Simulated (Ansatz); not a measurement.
# CsSnI3 (Pm-3m): phonons and vibrational spectra, part 2 of 2

Aim: the vibrations of CsSnI3 (Pm-3m), their spectra, and whether the structure is stable.

Ansatz 0.2.0; DFT PBEsol, scalar-relativistic, plane waves, PAW; PAW set soft_1.

So far. Step 3 (Relaxing to small forces for the phonons): The forces vanish by symmetry and the pressure is 0.000 GPa, within the tolerances set. The cell now holds 46.22 Å³/atom. The relaxed cell has a = 6.137 Å (conventional setting).

The database entry behind the starting cell lists a temperature of 500 K, so it need not match the best structure at ambient conditions.

In doubt: the program warns that the response may not be converged on this k-mesh (step 5), which bears on dielectric and field responses.

**4. Modes at Γ**

The zone centre comes first: it holds the modes that light can see, as far as symmetry allows. No field response is asked.

Contents of input.yaml:

```yaml
crystal:
  lattice:
    - [6.136567928, 0.0, 0.0]
    - [0.0, 6.136567928, 0.0]
    - [0.0, 0.0, 6.136567928]
  atoms:
    - { symbol: Cs, position: [0.0, 0.0, 0.0] }
    - { symbol: Sn, position: [0.5, 0.5, 0.5] }
    - { symbol: I, position: [0.0, 0.5, 0.5] }
    - { symbol: I, position: [0.5, 0.0, 0.5] }
    - { symbol: I, position: [0.5, 0.5, 0.0] }
kpoints:
  mp_grid: { grid: [6, 6, 6] }
hamiltonian:
  xc: pbesol
  pseudopotentials: { kind: paw, azcp: { folder: soft_1 }, xc_functional: pbe }
scf:
  occupations: { method: gaussian, width: 0.01 }
output:
  eigenvalues: true
phonons:
  method: dfpt
```

Run with:

```
> ansatz run input.yaml --threads 4 --pin off --max-ram 10240MiB --backend cpu --events-out ev --progress --plain --runs-dir out
```

Numbers of over 12 decimals in the logs are rounded to 6 here.

The log of the run:

```text
zone centre: on kpoints.mp_grid the ground state, and the responses unless they are solved on pairs of k-points, stand on 64 of the mesh's 216 k-points, reduced under 8 symmetry operations, with k and −k counted as one. Each operation leaves every solved displacement unchanged or reverses it
[...]
Crystal: 5 atoms, lattice volume = 231.088 Å³
Basis set: ecut = 420 eV, 4553 PW (Γ), exchange–correlation on 90×90×90 points (8 copies of the dense FFT grid, shifted against one another)
Bands: 45, of which v1, the nominal top of the filled ones, is band 37 counted from 1 (36 counted from 0)
Symmetry: 48 space group operations
k-points: 64 of 216 (irreducible under 8 space group operations)
[...]
SCF iter   1: F=—  HF=-33839.050997 eV  |F-HF|=—  |Δ(HF+E_count)|=         —  Δρ=2.54e-2  dr2=3.37e0  ethr=3.10e-3  ⟨swp⟩=8.7  Hψ=12791  notcnv=0
[...]
SCF iter  12: F=-33837.562913 eV  HF=-33837.562913 eV  |F-HF|=1.46e-11  |Δ(HF+E_count)|=  5.82e-11  Δρ=2.12e-8  dr2=1.44e-12  ethr=1.00e-12  ⟨swp⟩=18.8  Hψ=19225  notcnv=0
SCF 1 converged in 12 iterations: F = -33837.562913 eV  dr2 = 1.44e-12
[...]
DFPT response loops at Γ: preconditioner auto → Resta (q_TF=auto, 2.257 Å⁻¹)  ε∞=23.1 (no band partly filled); β = 1.00, the filter's whole step (`scf.mixing.beta` (0.50) is not read by the response loops at its default; to damp them type it under 1.00, their step now; it binds the ground state too); Broyden in place of MSR1
SCF converged after 12 iterations
Free energy (F): -33837.562913 eV
[...]
Internal energy: -33837.562913 eV  (E = F + TS)
E sigma→0 (E₀):  -33837.562913 eV
Fermi energy:    5.808185 eV
[...]
--- Band table (eV; the first three rows and the last of 64) ---
  k-point 0: bands = [... 33 lower, 3.1833, 3.3643, 3.3643, 3.3643, 7.6457, 8.5512, 8.5512, 8.8810, ... 4 higher]
  k-point 1: bands = [... 33 lower, 3.1347, 3.3162, 3.3162, 3.3360, 7.9446, 8.7152, 8.7993, 8.9764, ... 4 higher]
  k-point 2: bands = [... 33 lower, 3.0428, 3.2497, 3.2497, 3.5485, 7.6859, 8.6848, 9.1508, 9.2597, ... 4 higher]
  k-point 63: bands = [... 33 lower, 3.8319, 3.8319, 3.8319, 5.7525, 5.8649, 5.8649, 5.8649, 8.4590, ... 4 higher]
--- Phonons (Γ-DFPT): 4 representative perturbations + reference, on 64 of 216 k-points (Σ response iterations 13) ---
  k mesh reduced under 8 symmetry operations, with k and −k counted as one. Each operation leaves every solved displacement unchanged or reverses it
  ASR residual: 1.395e-4 → 0.000e0 eV/Å²; symmetrization residual: 2.936e-5 eV/Å²
  ASR residual per site (eV/Å²): 1.40e-4 3.70e-5 6.67e-5 6.67e-5 6.67e-5
  Γ frequencies (cm⁻¹): -8.35 -8.35 -8.35 0.00 0.00 0.00 19.00 19.00 19.00 23.50 23.50 23.50 66.08 66.08 66.08
  non-analytic LO–TO correction: not included (Born effective charges unavailable; polar crystals: no LO–TO splitting at Γ)
```

It took 91 s on 4 threads of Arm Neoverse V2, shared host; peak memory 2.3 GiB.

Reading the cycles: dr2 is the Hartree energy of the density residual (eV), the measure of convergence; HF is the Harris–Foulkes estimate of the energy, which meets the free energy F at convergence.

This step gave:

```yaml
sum_rule_residual_before_enforcement: 1.40e-4 eV/Å²
point_group: m-3m
highest_optical_mode_at_the_zone_centre_no_lo_to_term: 66.08 cm⁻¹
lowest_optical_zone_centre_mode: -8.35 cm⁻¹
```

Without the LO-TO term. Patterns of degenerate modes are one choice out of their space. Modes at Γ, with each element's share of the kinetic energy (negative means imaginary):

| mode | frequency (cm⁻¹) | symmetry | Cs % | Sn % | I % |
| --- | --- | --- | --- | --- | --- |
| 1 | -8.3 | T1u | 63 | 0 | 36 |
| 2 | -8.3 | T1u | 63 | 0 | 36 |
| 3 | -8.3 | T1u | 63 | 0 | 36 |
| 4 | 0.0 | acoustic | 21 | 19 | 60 |
| 5 | 0.0 | acoustic | 21 | 19 | 60 |
| 6 | 0.0 | acoustic | 21 | 19 | 60 |
| 7 | 19.0 | T2u | 0 | 0 | 100 |
| 8 | 19.0 | T2u | 0 | 0 | 100 |
| 9 | 19.0 | T2u | 0 | 0 | 100 |
| 10 | 23.5 | T1u | 16 | 41 | 43 |
| 11 | 23.5 | T1u | 16 | 41 | 43 |
| 12 | 23.5 | T1u | 16 | 41 | 43 |
| 13 | 66.1 | T1u | 0 | 40 | 60 |
| 14 | 66.1 | T1u | 0 | 40 | 60 |
| 15 | 66.1 | T1u | 0 | 40 | 60 |

Displacements in mode 9 (19.0 cm⁻¹), the largest set to 1:
```
Cs1  0.00  0.00  0.00
Sn2  0.00  0.00  0.00
I3   0.00  0.08  0.00
I4  -1.00  0.00  0.00
I5   1.00 -0.08  0.00
```

Displacements in mode 13 (66.1 cm⁻¹), the largest set to 1:
```
Cs1 -0.02  0.00  0.00
Sn2 -0.85  0.00  0.00
I3   1.00  0.00  0.00
I4  -0.09  0.00  0.00
I5  -0.09  0.00  0.00
```

Before it was imposed, the acoustic sum rule was missed by 1.4e-4 eV/Å². Small misses are needed for a sound result but don't prove that mesh and cutoff are converged. The lowest optical mode is slightly imaginary, 8.3i cm⁻¹, too near zero to call.

**5. Response at finite wavevector**

Stability and thermal properties need the whole zone. Linear response on a 2×2×2 q mesh gives force constants as far as a supercell of that size would.

Changes to input.yaml since step 4:

```diff
@@ -22 +22,8 @@
   method: dfpt
+  qmesh: [2, 2, 2]
+  temperatures: { t_max: 1000, t_step: 50 }
+  qpath:
+    path:
+      - [[0.0, 0.0, 0.0], [0.0, 0.5, 0.0], [0.5, 0.5, 0.0], [0.0, 0.0, 0.0], [0.5, 0.5, 0.5], [0.0, 0.5, 0.0]]
+      - [[0.5, 0.5, 0.5], [0.5, 0.5, 0.0]]
+    npoints: 10
```

The log of the run:

```text
[...]
Crystal: 5 atoms, lattice volume = 231.088 Å³
Basis set: ecut = 420 eV, 4553 PW (Γ), exchange–correlation on 90×90×90 points (8 copies of the dense FFT grid, shifted against one another)
Bands: 45, of which v1, the nominal top of the filled ones, is band 37 counted from 1 (36 counted from 0)
Symmetry: 48 space group operations
k-points: 20 of 216
[...]
SCF iter   1: F=—  HF=-33839.050865 eV  |F-HF|=—  |Δ(HF+E_count)|=         —  Δρ=2.54e-2  dr2=3.37e0  ethr=3.10e-3  ⟨swp⟩=9.2  Hψ=4093  notcnv=0
[...]
SCF iter  12: F=-33837.562913 eV  HF=-33837.562913 eV  |F-HF|=1.46e-11  |Δ(HF+E_count)|=  5.82e-11  Δρ=2.11e-8  dr2=1.43e-12  ethr=1.00e-12  ⟨swp⟩=18.6  Hψ=6075  notcnv=0
SCF 1 converged in 12 iterations: F = -33837.562913 eV  dr2 = 1.43e-12
[...]
SCF iter   8: F=-33837.562913 eV  HF=-33837.562913 eV  |F-HF|=0.00e0  |Δ(HF+E_count)|=    0.00e0  Δρ=3.91e-8  dr2=2.36e-12  ethr=1.00e-12  ⟨swp⟩=2.6  Hψ=2521  notcnv=0
SCF 2 converged in 8 iterations: F = -33837.562913 eV  dr2 = 2.36e-12
[...]
k-points: 40 of 216 (irreducible under 8 space group operations, time reversal used)
[...]
SCF iter   6: F=-33837.562913 eV  HF=-33837.562913 eV  |F-HF|=4.37e-11  |Δ(HF+E_count)|=  2.18e-11  Δρ=2.06e-7  dr2=7.69e-11  ethr=1.00e-12  ⟨swp⟩=2.0  Hψ=2880  notcnv=0
SCF 3 converged in 6 iterations: F = -33837.562913 eV  dr2 = 7.69e-11
[...]
NSCF: frozen V_eff on 8 k-points
[...]
── the response to a field inside a basis, on 10×10×10 k-points: an SCF that follows is theirs, and a resumed run solves both again ──
Bands: 38, of which v1, the nominal top of the filled ones, is band 37 counted from 1 (36 counted from 0)
k-points: 35
[...]
Eigensolver: Dense (35 Hₖ)
SCF iter   1: F=—  HF=-33837.504890 eV  |F-HF|=—  |Δ(HF+E_count)|=         —  Δρ=2.47e-4  dr2=2.00e-4  ethr=1.00e-1
[...]
SCF iter   4: F=-33837.504846 eV  HF=-33837.504846 eV  |F-HF|=1.24e-8  |Δ(HF+E_count)|=   1.99e-7  Δρ=2.27e-6  dr2=2.16e-8  ethr=7.30e-10
SCF 1 converged in 4 iterations: F = -33837.504846 eV  dr2 = 2.16e-8
[...]
DFPT response loops at q = (0, 0, 0) (fractional): preconditioner auto → Resta (q_TF=auto, 2.257 Å⁻¹)  ε∞=23.1 (no band partly filled); β = 1.00, the filter's whole step (`scf.mixing.beta` (0.50) is not read by the response loops at its default; to damp them type it under 1.00, their step now; it binds the ground state too); Broyden in place of MSR1
[...]
SCF converged after 12 iterations
Free energy (F): -33837.562913 eV
[...]
Internal energy: -33837.562913 eV  (E = F + TS)
E sigma→0 (E₀):  -33837.562913 eV
Fermi energy:    5.808185 eV
[...]
--- Band table (eV; the first three rows and the last of 20) ---
  k-point 0: bands = [... 33 lower, 3.1833, 3.3643, 3.3643, 3.3643, 7.6457, 8.5512, 8.5512, 8.8810, ... 4 higher]
  k-point 1: bands = [... 33 lower, 3.1347, 3.3162, 3.3162, 3.3360, 7.9446, 8.7152, 8.7993, 8.9764, ... 4 higher]
  k-point 2: bands = [... 33 lower, 3.0428, 3.2497, 3.2497, 3.5485, 7.6859, 8.6848, 9.1508, 9.2597, ... 4 higher]
  k-point 19: bands = [... 33 lower, 3.8319, 3.8319, 3.8319, 5.7525, 5.8649, 5.8649, 5.8649, 8.4590, ... 4 higher]
--- Phonons (Γ-DFPT): 4 representative perturbations + reference (Σ response iterations 13) ---
  ASR residual: 1.399e-4 → 0.000e0 eV/Å²; symmetrization residual: 3.066e-5 eV/Å²
  ASR residual per site (eV/Å²): 1.40e-4 4.57e-5 7.03e-5 7.03e-5 7.03e-5
[...]
Unit cell's response to a homogeneous field: 3 representative field directions (Σ response iterations 21)
  ε∞ (high-frequency dielectric tensor):
       11.801115    -0.000000     0.000000
       -0.000000    11.801115     0.000000
        0.000000     0.000000    11.801115
  ε⁰ (static dielectric tensor): not given — the deck does not say what the cell's rigid motions are, and on a molecule in a box or a wire the rigid rotations would enter the sum over the modes at Γ. For a crystal or a slab, whose only rigid motions are the translations, set phonons.rigid_motions: translations.
  Born effective charges Z* (e; rows j = field, columns β = displacement):
    site 0:
         1.37462    0.00000    0.00000
        -0.00000    1.37462    0.00000
         0.00000    0.00000    1.37462
    site 1:
         5.95368    0.00000   -0.00000
         0.00000    5.95368    0.00000
         0.00000    0.00000    5.95368
    site 2:
        -6.01563   -0.00000    0.00000
        -0.00000   -0.65633    0.00000
        -0.00000    0.00000   -0.65633
    site 3:
        -0.65633   -0.00000    0.00000
         0.00000   -6.01563    0.00000
         0.00000    0.00000   -0.65633
    site 4:
        -0.65633   -0.00000    0.00000
         0.00000   -0.65633    0.00000
         0.00000    0.00000   -6.01563
  Z* charge neutrality: 5.007e-3 e pre-enforcement
  solved inside a basis spanned on the 6×6×6 k-mesh, on 10×10×10 k-points transformed towards the longest dipole, which do not settle them: ε∞ is read to err by 1.7e-1, Z* by 2.6e-1 e; Z* is corrected for what the basis lacks
  optical modes at Γ without the LO–TO term, one row a degenerate level:
      ω (cm⁻¹)  modes    IR ((D/Å)²/amu)
         -8.35      3             2.3157
         19.00      3             0.0000
         23.50      3             0.6587
         66.08      3            38.8824
  optical modes at Γ + LO–TO along q̂ = [1.0000, 0.0000, 0.0000]:
      ω (cm⁻¹)  modes    IR ((D/Å)²/amu)
         -8.35      2             1.5438
          9.57      1             0.0520
         19.00      3             0.0000
         23.50      2             0.4391
         24.76      1             0.0265
         66.08      2            25.9216
        122.70      1            13.8737
  optical modes at Γ + LO–TO along q̂ = [0.0000, 1.0000, 0.0000]:
      ω (cm⁻¹)  modes    IR ((D/Å)²/amu)
         -8.35      2             1.5438
          9.57      1             0.0520
         19.00      3             0.0000
         23.50      2             0.4391
         24.76      1             0.0265
         66.08      2            25.9216
        122.70      1            13.8737
  optical modes at Γ + LO–TO along q̂ = [0.0000, 0.0000, 1.0000]:
      ω (cm⁻¹)  modes    IR ((D/Å)²/amu)
         -8.35      2             1.5438
          9.57      1             0.0520
         19.00      3             0.0000
         23.50      2             0.4391
         24.76      1             0.0265
         66.08      2            25.9216
        122.70      1            13.8737
--- Phonons (arbitrary-q DFPT): 4 irreducible q on the 2×2×2 mesh ---
  q = [0.0000, 0.0000, 0.0000] (star 1, of the zone-centre solve; hermiticity 4.88e-5, symmetrization 1.12e-10): -8.35 -8.35 -8.35 -0.00 -0.00 0.00 19.00 19.00 19.00 23.50 23.50 23.50 66.08 66.08 66.08
  q = [0.0000, 0.0000, -0.5000] (star 3, 9 solved perturbations in 504 linear systems a pass and spin channel, the states on 64 of 216 k-point pairs; hermiticity 1.32e-5, symmetrization 1.22e-11): 7.95 7.95 14.17 14.17 27.01 27.07 27.07 31.94 33.35 34.43 34.43 70.50 70.50 110.06 115.87
[...]
sum rule: each row above includes the acoustic sum rule's correction from the zone centre's row sums; it moved no ω² by more than (0.53 cm⁻¹)²
  mesh force constants: q→R imaginary residual 4.89e-18; ASR residual 1.399e-4 → 0.000e0 eV/Å²; symmetrization residual 4.441e-15 eV/Å²
  interpolated dispersion: 63 rows × 15 modes
  density of states and harmonic sums: on the 10×10×10 q-mesh, interpolated from the force constants of a 2×2×2 supercell (with the dipole–dipole term)
  largest difference from the sums on the solved wave vectors: F 2.14e-1 eV, S 2.74e-4 and C_V 6.00e-5 eV/K
  zero-point energy: 0.042883 eV/cell   skipped modes (ω ≤ 0): 60, of them read as no rigid motion or as one in doubt: 57 (8.010e-1 modes/cell left out, lowest -20.41 cm⁻¹)   left out of the sums: 5.36e-2 of the cell's modes: C_V's classical limit lies that fraction below 3 k_B per atom; for a crystal, a wire or a layer, F and S can be off by more, and a phonons.interpolated_qmesh denser along its periods is the remedy for the sampling
```

The job ended after 8.5 min (4 threads; peak memory 2.2 GiB).

Numbers from this step:

* lowest frequency on the path: -20.41 cm⁻¹
* highest frequency on the path or at a solved wavevector: 124.3 cm⁻¹
* lowest mode on the q mesh (acoustic modes at Γ apart): -20.41 cm⁻¹

Frequencies (cm⁻¹) solved at each irreducible wavevector; negative means imaginary. Frequencies by wavevector, by row:

| q in reciprocal lattice units | star | mode 1 | mode 2 | mode 3 | mode 4 | mode 13 | mode 14 | mode 15 |
| --- | --- | --- | --- | --- | --- | --- | --- | --- |
| 0 0 0 | 1 | -8.3 | -8.3 | -8.3 | 0 | 66.1 | 66.1 | 66.1 |
| 0 0 -0.5 | 3 | 8 | 8 | 14.2 | 14.2 | 70.5 | 110.1 | 115.9 |
| 0 -0.5 -0.5 | 3 | -20.4 | 10.8 | 11.6 | 11.6 | 112.3 | 112.3 | 118.4 |
| -0.5 -0.5 -0.5 | 1 | -20.4 | -20.4 | -20.4 | 9.8 | 115 | 115 | 120.7 |

Interpolated from a 2×2×2 q mesh, with the LO-TO term (at Γ the limit along the path; where Γ stands inside the path, tables give the limit on arrival). Phonon branches along the path, in cm⁻¹:

| point | branch 1 | branch 2 | branch 3 | branch 4 | branch 12 | branch 13 | branch 14 | branch 15 |
| --- | --- | --- | --- | --- | --- | --- | --- | --- |
| Γ | -8 | -8 | 0 | 0 | 25 | 66 | 66 | 123 |
| halfway | 3 | 3 | 11 | 11 | 68 | 68 | 71 | 124 |
| X | 8 | 8 | 14 | 14 | 70 | 70 | 110 | 116 |
| halfway | -8 | 9 | 10 | 19 | 79 | 95 | 111 | 118 |
| M | -20 | 11 | 12 | 12 | 108 | 112 | 112 | 118 |
| halfway | 7 | 7 | 14 | 17 | 73 | 77 | 87 | 122 |
| Γ | -8 | -8 | 0 | 0 | 25 | 66 | 66 | 123 |
| halfway | 9 | 9 | 9 | 14 | 79 | 90 | 90 | 120 |
| R | -20 | -20 | -20 | 10 | 115 | 115 | 115 | 121 |
| halfway | -10 | -6 | 10 | 12 | 92 | 98 | 112 | 119 |
| X | 8 | 8 | 14 | 14 | 70 | 70 | 110 | 116 |
| jump to R | -20 | -20 | -20 | 10 | 115 | 115 | 115 | 121 |
| halfway | -20 | -9 | -9 | 10 | 108 | 114 | 114 | 120 |
| M | -20 | 11 | 12 | 12 | 108 | 112 | 112 | 118 |

Tetrahedra on a 10×10×10 mesh, mean over bins of 2 cm-1. Interpolated from a 2×2×2 q mesh. The phonon density of states by wavenumber; read off at these points:

wavenumber (cm⁻¹), phonon density of states (1/cm⁻¹/cell) and a bar:
```
    -21.0      0.003 
    -15.0      0.054 #####
    -11.0      0.033 ###
     -5.0      0.031 ###
     -1.0      0.037 ###
      5.0      0.066 ######
      9.0      0.310 ###########################
     11.0      0.344 ##############################
     15.0      0.308 ###########################
     19.0      0.241 #####################
     25.0      0.152 #############
     29.0      0.170 ###############
     35.0      0.202 ##################
     39.0      0.187 ################
     45.0      0.078 #######
     49.0      0.025 ##
     55.0      0.025 ##
     59.0      0.024 ##
     65.0      0.038 ###
     69.0      0.075 #######
     73.0      0.105 #########
     75.0      0.094 ########
     79.0      0.068 ######
     85.0      0.078 #######
     89.0      0.092 ########
     95.0      0.065 ######
     99.0      0.069 ######
    105.0      0.111 ##########
    109.0      0.084 #######
    115.0      0.006 #
    119.0      0.110 ##########
    121.0      0.325 ############################
    125.0      0.000
```

The partial phonon density of states has structure finer than the step of the table below, so its rows give means over 10 cm⁻¹, whole bins alone (the curve runs from -29.6 to 138 cm⁻¹). Peaks (cm⁻¹: height): Cs 10.4: 0.249; I -14.8: 0.0655, 19.9: 0.184, 33.6: 0.166, 72.6: 0.0765, 91.6: 0.0648, 106.3: 0.0461, 120.0: 0.110; Sn 33.6: 0.0223, 47.3: 0.0450, 72.6: 0.073, 92.6: 0.0609, 109.5: 0.0813, 121.1: 0.0580.

Phonopy on the run's constants, 9x9x9 mesh, Gaussian sigma 2.0 cm-1. Interpolated from a 2×2×2 q mesh. Table of partial phonon density of states by wavenumber; means over each step; values in 1/cm⁻¹/cell:

| wavenumber (cm⁻¹) | Cs | I | Sn |
| --- | --- | --- | --- |
| -20 | 8.3e-5 | 0.0324 | 2.5e-6 |
| -10 | 0.00232 | 0.0301 | 1.3e-5 |
| 0 | 0.0167 | 0.0284 | 1.9e-4 |
| 10 | 0.183 | 0.0835 | 0.00238 |
| 20 | 0.0693 | 0.156 | 0.00433 |
| 30 | 0.0222 | 0.143 | 0.0143 |
| 40 | 0.00396 | 0.140 | 0.0167 |
| 50 | 9.5e-4 | 0.0269 | 0.0232 |
| 60 | 1.5e-5 | 0.00228 | 0.00240 |
| 70 | 4.4e-4 | 0.0547 | 0.0511 |
| 80 | 1.3e-4 | 0.0329 | 0.0244 |
| 90 | 3.1e-4 | 0.0470 | 0.0408 |
| 100 | 1.9e-4 | 0.0346 | 0.0292 |
| 110 | 3.6e-4 | 0.0229 | 0.0556 |
| 120 | 5.5e-4 | 0.0625 | 0.0337 |
| 130 | 2.7e-5 | 0.00213 | 0.00147 |

Symmetry leaves 4 wavevectors to solve. The lowest mode among them, the acoustic zeros apart, lies at q = (0, -0.5, -0.5) and is imaginary, 20.4i cm⁻¹, so the energy falls along it.

**6. Another isotope**

An isotope changes the mass and not the force constants, so no new electronic calculation is needed; the shifts show which modes move this element.

The same force constants with the mass of Sn changed from 118.710 to 123.905 u (phonopy, no LO-TO term). Both lists are sorted by frequency; levels can cross, so a row need not hold one and the same mode. Modes under 3 cm⁻¹ are left out. Isotope shifts, by row, the first 40 of 57 rows:

| q | rank | natural mass (cm⁻¹) | changed mass (cm⁻¹) |
| --- | --- | --- | --- |
| 0 0 0 | 1 | -8.35 | -8.35 |
| 0 0 0 | 2 | -8.35 | -8.35 |
| 0 0 0 | 3 | -8.35 | -8.35 |
| 0 0 0 | 7 | 19 | 19 |
| 0 0 0 | 8 | 19 | 19 |
| 0 0 0 | 9 | 19 | 19 |
| 0 0 0 | 10 | 23.5 | 23.29 |
| 0 0 0 | 11 | 23.5 | 23.29 |
| 0 0 0 | 12 | 23.5 | 23.29 |
| 0 0 0 | 13 | 66.08 | 65.52 |
| 0 0 0 | 14 | 66.08 | 65.52 |
| 0 0 0 | 15 | 66.08 | 65.52 |
| 0 0 -0.5 | 1 | 7.95 | 7.95 |
| 0 0 -0.5 | 2 | 7.95 | 7.95 |
| 0 0 -0.5 | 3 | 14.17 | 14.14 |
| 0 0 -0.5 | 4 | 14.17 | 14.14 |
| 0 0 -0.5 | 5 | 27.01 | 27.01 |
| 0 0 -0.5 | 6 | 27.07 | 27.07 |
| 0 0 -0.5 | 7 | 27.07 | 27.07 |
| 0 0 -0.5 | 8 | 31.94 | 31.94 |
| 0 0 -0.5 | 9 | 33.35 | 33.34 |
| 0 0 -0.5 | 10 | 34.43 | 34.05 |
| 0 0 -0.5 | 11 | 34.43 | 34.05 |
| 0 0 -0.5 | 12 | 70.5 | 69.93 |
| 0 0 -0.5 | 13 | 70.5 | 69.93 |
| 0 0 -0.5 | 14 | 110.1 | 107.8 |
| 0 0 -0.5 | 15 | 115.9 | 115.9 |
| 0 -0.5 -0.5 | 1 | -20.41 | -20.41 |
| 0 -0.5 -0.5 | 2 | 10.75 | 10.75 |
| 0 -0.5 -0.5 | 3 | 11.59 | 11.59 |
| 0 -0.5 -0.5 | 4 | 11.59 | 11.59 |
| 0 -0.5 -0.5 | 5 | 26.99 | 26.99 |
| 0 -0.5 -0.5 | 6 | 26.99 | 26.99 |
| 0 -0.5 -0.5 | 7 | 30.81 | 30.8 |
| 0 -0.5 -0.5 | 8 | 30.81 | 30.8 |
| 0 -0.5 -0.5 | 9 | 34.94 | 34.54 |
| 0 -0.5 -0.5 | 10 | 44.96 | 44.96 |
| 0 -0.5 -0.5 | 11 | 72.37 | 71.66 |
| 0 -0.5 -0.5 | 12 | 108.5 | 108.5 |
| 0 -0.5 -0.5 | 13 | 112.3 | 110 |

A mode of this element alone would shift by -2.12 %. The highest zone-centre frequency without the field goes from 66.1 to 65.5 cm⁻¹ (-0.8 %).

**7. Summary of results**

```yaml
space_group_after_relaxation_within_0p01_a: Pm-3m
volume_per_atom: 46.2 Å³
gap_on_the_k_mesh: 0.112 eV
highest_optical_mode_at_the_zone_centre_no_lo_to_term: 66.1 cm⁻¹
lowest_optical_zone_centre_mode: -8.3 cm⁻¹
lowest_mode_on_the_q_mesh_acoustic_modes_at_gamma_apart: -20.4 cm⁻¹
highest_frequency_on_the_path_or_at_a_solved_wavevector: 124 cm⁻¹
imaginary_modes_on_the_2x2x2_q_mesh: yes
```

**Reading.** Modes are clearly imaginary (beyond 10i cm⁻¹) at 2 of the 4 irreducible wavevectors, most at q = (-0.5, -0.5, -0.5) (20.4i cm⁻¹), so this structure is not a minimum of the energy. Without the field, the optical modes at Γ span -8 to 66 cm⁻¹ (negative means imaginary). In at least one run the field response is not settled by the k meshes in reach, so its dielectric tensor, Born charges and longitudinal modes are rough. The program warns that the k mesh may not settle the response. An optical mode within 15 cm⁻¹ of zero is at the mercy of small errors in the force constants, and even its sign is uncertain. Spin-orbit coupling is left out, which can matter for the heavy elements here. The PAW files were made for PBE and serve the other functionals too. These are harmonic frequencies at zero temperature: anharmonic shifts, linewidths and thermal expansion are left out.

[Logs are printed without paths, hosts, clocks, repeated set-up lines and the standing remarks that a program may print on its own settings, such as how far it seeks lower states.]

[Hosts, paths, dates, database ids (printed as entryN), source tags and the programs' standing remarks are cut or masked in the printed files.]
